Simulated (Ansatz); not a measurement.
# Ni wire along [100], 24 atoms a period: bands along the axis, part 2 of 2

Aim: is the Ni wire along [100], 24 atoms a period a metal or a semiconductor?

Ansatz 0.2.0; DFT PBE, plane waves, PAW; relaxation of a wire's period; PAW set soft_1 (the session's first sound run).

So far, absolute moment (μB): step 2 (relaxation of atoms and period) 19.5.

**3. Bands of the perfect wire**

This step: DFT PBE, plane waves, PAW; bands of a perfect wire; PAW set soft_1 (Ansatz 0.2.0).

At the relaxed period the bands are computed along the axis; those that cross an energy going forward count the channels that a perfect wire would open there.

File input.yaml:

```yaml
crystal:
  lattice:
    - [15.6, 0.0, 0.0]
    - [0.0, 15.6, 0.0]
    - [0.0, 0.0, 3.3591739952]
  atoms:
    - { symbol: Ni, position: [0.221454289, 0.445752919, 0.0], spin: 0.8 }
    - { symbol: Ni, position: [0.330756619, 0.330756619, 0.0], spin: 0.82 }
    - { symbol: Ni, position: [0.328792205, 0.55931979, 0.0], spin: 0.69 }
    - { symbol: Ni, position: [0.445752919, 0.221454289, 0.0], spin: 0.8 }
    - { symbol: Ni, position: [0.443178326, 0.443178326, 0.0], spin: 0.71 }
    - { symbol: Ni, position: [0.44068021, 0.671207795, 0.0], spin: 0.69 }
    - { symbol: Ni, position: [0.55931979, 0.328792205, 0.0], spin: 0.69 }
    - { symbol: Ni, position: [0.556821674, 0.556821674, 0.0], spin: 0.71 }
    - { symbol: Ni, position: [0.554247081, 0.778545711, 0.0], spin: 0.8 }
    - { symbol: Ni, position: [0.671207795, 0.44068021, 0.0], spin: 0.69 }
    - { symbol: Ni, position: [0.669243381, 0.669243381, 0.0], spin: 0.82 }
    - { symbol: Ni, position: [0.778545711, 0.554247081, 0.0], spin: 0.8 }
    - { symbol: Ni, position: [0.221454289, 0.554247081, 0.5], spin: 0.8 }
    - { symbol: Ni, position: [0.328792205, 0.44068021, 0.5], spin: 0.69 }
    - { symbol: Ni, position: [0.330756619, 0.669243381, 0.5], spin: 0.82 }
    - { symbol: Ni, position: [0.44068021, 0.328792205, 0.5], spin: 0.69 }
    - { symbol: Ni, position: [0.443178326, 0.556821674, 0.5], spin: 0.71 }
    - { symbol: Ni, position: [0.445752919, 0.778545711, 0.5], spin: 0.8 }
    - { symbol: Ni, position: [0.554247081, 0.221454289, 0.5], spin: 0.8 }
    - { symbol: Ni, position: [0.556821674, 0.443178326, 0.5], spin: 0.71 }
    - { symbol: Ni, position: [0.55931979, 0.671207795, 0.5], spin: 0.69 }
    - { symbol: Ni, position: [0.669243381, 0.330756619, 0.5], spin: 0.82 }
    - { symbol: Ni, position: [0.671207795, 0.55931979, 0.5], spin: 0.69 }
    - { symbol: Ni, position: [0.778545711, 0.445752919, 0.5], spin: 0.8 }
magnetization:
  spin_polarized: true
kpoints:
  mp_grid: { grid: [1, 1, 24] }
  band_path: { path: ["Γ", Z], npoints: 90 }
scf:
  occupations: { method: fermi_dirac, width: 0.05 }
hamiltonian:
  xc: pbe
  pseudopotentials: { kind: paw, azcp: { folder: soft_1 } }
output:
  dos: { e_range: [-5, 4] }
  write_potential: true
  write_density: true
  volumetric_format: npy
```

On the command line:

```bash
ansatz run input.yaml --threads 4 --pin off --max-ram 16384MiB --backend cpu --events-out ev --progress --plain --runs-dir out
```

Numbers of over 12 decimals in the logs are rounded to 6 here.

Log:

```text
[...]
Crystal: 24 atoms, lattice volume = 817.489 Å³
Basis set: ecut = 420 eV, 16075 PW (Γ)
Bands: 271, of which v1, the nominal top of the filled ones, is band 216 counted from 1 (215 counted from 0)
Symmetry: 16 space group operations
[...]
k-points: 13 of 24
[...]
Starting moments: Σ|m| = 18.04 μB on 24 of 24 sites
[...]
SCF iter   1: F=—  HF=-140116.088741 eV  |F-HF|=—  |Δ(HF+E_count)|=         —  Δρ=2.96e-2 (↑2.55e-2 ↓2.96e-2)  dr2=4.78e1  dr2_m=4.14e0  M=20.886 μB ∫|m|=21.641 μB  β_m=0.30  ethr=3.10e-3  ⟨swp⟩=7.9  Hψ=33022  notcnv=0  defer=474
[...]
SCF iter  17: F=-140136.598268 eV  HF=-140136.598268 eV  |F-HF|=1.95e-8  |Δ(HF+E_count)|=   3.41e-9  Δρ=1.41e-6 (↑3.33e-7 ↓1.41e-6)  dr2=2.24e-8  dr2_m=2.76e-9  M=17.513 μB ∫|m|=19.531 μB  ethr=6.55e-12  ⟨swp⟩=12.5  Hψ=34570  notcnv=0
SCF 1 converged in 17 iterations: F = -140136.598268 eV  dr2 = 2.24e-8
[...]
WARN: The output density's exchange-correlation potential varies sharply where the density is thin. Do not read a vacuum level from v_tot or v_xc, or from such a field of the output density. On a cell that repeats whose density bears no net charge and no dipole along the vacuum's axis use v_es (v_loc + v_h of the components); under efield.dipole_correction with no amplitude use v_es + v_field, which holds any externa [...]
NSCF: frozen V_eff on 91 k-points
WARN: pass on a band path, mesh or list of k-points: the 91 k-points are solved 46 at a time at the most, because the 14.40 GiB of host memory that the pass is priced against does not hold them all with the solver's workspace as planned. The pass can take longer, above all where fewer k-points are solved at a time than the run has threads. As a rule a larger memory budget leaves room for more at once. The budget is what a run with no `--max-ram-frac` typed is planned for, 0.8 of the host's memory or its container's limit. More memory there lifts it, and so does a share over 0.88 that is typed (of such a share the budget is ten elevenths): [rest of the remark cut]
SCF converged after 17 iterations
Magnetization: 17.5129 μB (224.7565 up, 207.2435 down)
Absolute magnetization: 19.5534 μB (∫|ρ↑−ρ↓|, with the PAW one-centre terms)
[...]
Per-site moments (μB) at R_I (Å): [(0.805695, 0.978863), (0.826781, 0.990216), (0.694316, 0.978863), (0.805695, 0.978863), (0.714460, 1.007375), (0.694316, 0.978863), (0.694316, 0.978863), (0.714460, 1.007375), (0.805695, 0.978863), (0.694316, 0.978863), (0.826781, 0.990216), (0.805695, 0.978863), (0.805695, 0.978863), (0.694316, 0.978863), (0.826781, 0.990216), (0.694316, 0.978863), (0.714460, 1.007375), (0.805695, 0.978863), (0.805695, 0.978863), (0.714460, 1.007375), (0.694316, 0.978863), (0.826781, 0.990216), (0.694316, 0.978863), (0.805695, 0.978863)]
Free energy (F): -140136.598268 eV
[...]
Internal energy: -140136.145736 eV  (E = F + TS)
E sigma→0 (E₀):  -140136.372002 eV
Entropy (-TS):   -0.452533 eV (-18.856 meV/atom)
Fermi energy:    2.804583 eV
[...]
--- Band table (eV; the first three rows and the last of 26) ---
  k-point 0 ↑: bands = [... 212 lower, 2.1094, 2.1094, 2.1342, 2.1342, 2.1761, 2.2465, 2.2465, 2.2819, ... 51 higher]
  k-point 1 ↑: bands = [... 212 lower, 2.1003, 2.1003, 2.1435, 2.1435, 2.1833, 2.2391, 2.2391, 2.2729, ... 51 higher]
  k-point 2 ↑: bands = [... 212 lower, 2.1001, 2.1035, 2.1506, 2.1506, 2.1824, 2.2208, 2.2208, 2.2309, ... 51 higher]
  k-point 12 ↓: bands = [... 212 lower, 2.8991, 2.8991, 2.9352, 2.9352, 3.0447, 3.0447, 3.0946, 3.0946, ... 51 higher]
```

Run time: 11 min. Hardware: 4 threads of Intel Xeon Platinum 8259CL at 2.50GHz (Skylake/Cascade Lake), shared host; peak memory 10 GiB; 45 min of CPU time.

This step gave:

- energy at zero smearing: -140136.3720 eV
- total moment: 17.51 μB
- absolute moment: 19.55 μB
- band gap: 0 eV

Between Γ and Z the bands cross the Fermi level 32 times, so a perfect wire would conduct at least 16 G₀, with an absolute moment of 19.55 μB a cell.

**4. Outcome**

- cell length, PBE: 3.359 Å
- absolute moment, PBE: 19.6 μB
- ballistic conductance by band crossings, a lower bound, PBE: 16 G₀

What this shows: Under PBE the cell's length is 3.36 Å, the absolute moment is 19.55 μB a cell, and the bands cross the Fermi level 32 times between Γ and Z, which gives a perfect wire at least 16 G₀ (opposite crossings within one step of the path cancel in such a count). In the perfect wire the moments were started parallel, and no opposed start was run. No search over magnetic orders was made; another may lie lower.

[Logs are printed without paths, hosts, clocks, repeated set-up lines and the standing remarks that a program may print on its own settings, such as how far it seeks lower states.]

[Hosts, paths, dates, database ids (printed as entryN), source tags and the programs' standing remarks are cut or masked in the printed files.]
